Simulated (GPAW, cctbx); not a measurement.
# Li4Ag: what bonding does to one electron reflection, worked out

Li4Ag, Fd-3m (no. 227, origin choice 1), a = 9.7410 Å, b = 9.7410 Å, c = 9.7410 Å, α = 90.00°, β = 90.00°, γ = 90.00°.

```csv
atom,mult.,x,y,z
Ag1,8,1/4,3/4,3/4
Li1,32,0.3548,0.1452,0.6452
```

The start was made by putting kin elements into a known structure type; the compound need not exist, or be stable, in this form.

A DFT run (GPAW, PBE, 550 eV, 4×4×4 k-points, Fermi–Dirac width 0.1 eV) gives the static X-ray structure factor of 111 as 237.515 e for the conventional cell; superposed free atoms give 237.978 e. **Problem.** Find the Fourier component V of the crystal potential and the two-beam extinction distance at 80 kV in both cases.

## Step 1: Geometry

The cell volume is Ω = 924.30 Å³ and d(111) = 5.6240 Å, so g = 1/d = 0.1778 Å⁻¹.

## Step 2: The nuclei

Electrons feel nuclei as well as electrons, so the nuclear charges are summed with the same phases.

Phase sums Σ exp(2πi h·x), turned so that the total is real and positive: Ag +5.657, Li -6.015. Then F_Z = 47 × (+5.657) + 3 × (-6.015) = 247.83 e. The electron term has the same sign for this reflection.

## Step 3: Mott–Bethe

Poisson's equation, term by term, gives V = (e/4πε₀)(F_Z − F)/(πΩg²), with e/4πε₀ = 14.3996 V Å.

The prefactor is 14.3996 × 5.6240²/(π × 924.30) = 0.15685 V per electron. Free atoms: (247.83 − 237.978) × 0.15685 = 1.545 V. Crystal: (247.83 − 237.515) × 0.15685 = 1.617 V. F changes by -0.19 % and V by +4.7 %: the same 0.46 e is measured against F_Z − F = 9.8 e in place of F = 238.0 e.

## Step 4: Extinction distance

In the two-beam case ξ = 1/(λU) with U = 2γm₀eV/h², that is ξ = 150.41 V Å²/(γλV).

At 80 kV, λ = 0.04176 Å and γ = 1.1566. Free atoms: ξ = 2016 Å. Crystal: ξ = 1926 Å. The thickness fringes go as sin²(πt/ξ), so the two patterns slip by a quarter of a period when t|1/ξ₁ − 1/ξ₀| = 1/4, at t ≈ 1072 nm, thicker than usual samples. Thermal motion, absorption and many-beam coupling, left out here, change a real pattern.

## Step 5: Answer

V(111) is 1.62 V against 1.54 V, and ξ is 1926 against 2016 Å. Limits: static atoms, two beams.

[Outputs are excerpts: Python notices, other lines and further rows are left out; steps that failed or that the build refused (PBEsol, TPSS) are not shown.]

[Logs are printed without paths, hosts, clocks, repeated set-up lines and the standing remarks that a program may print on its own settings, such as how far it seeks lower states.]
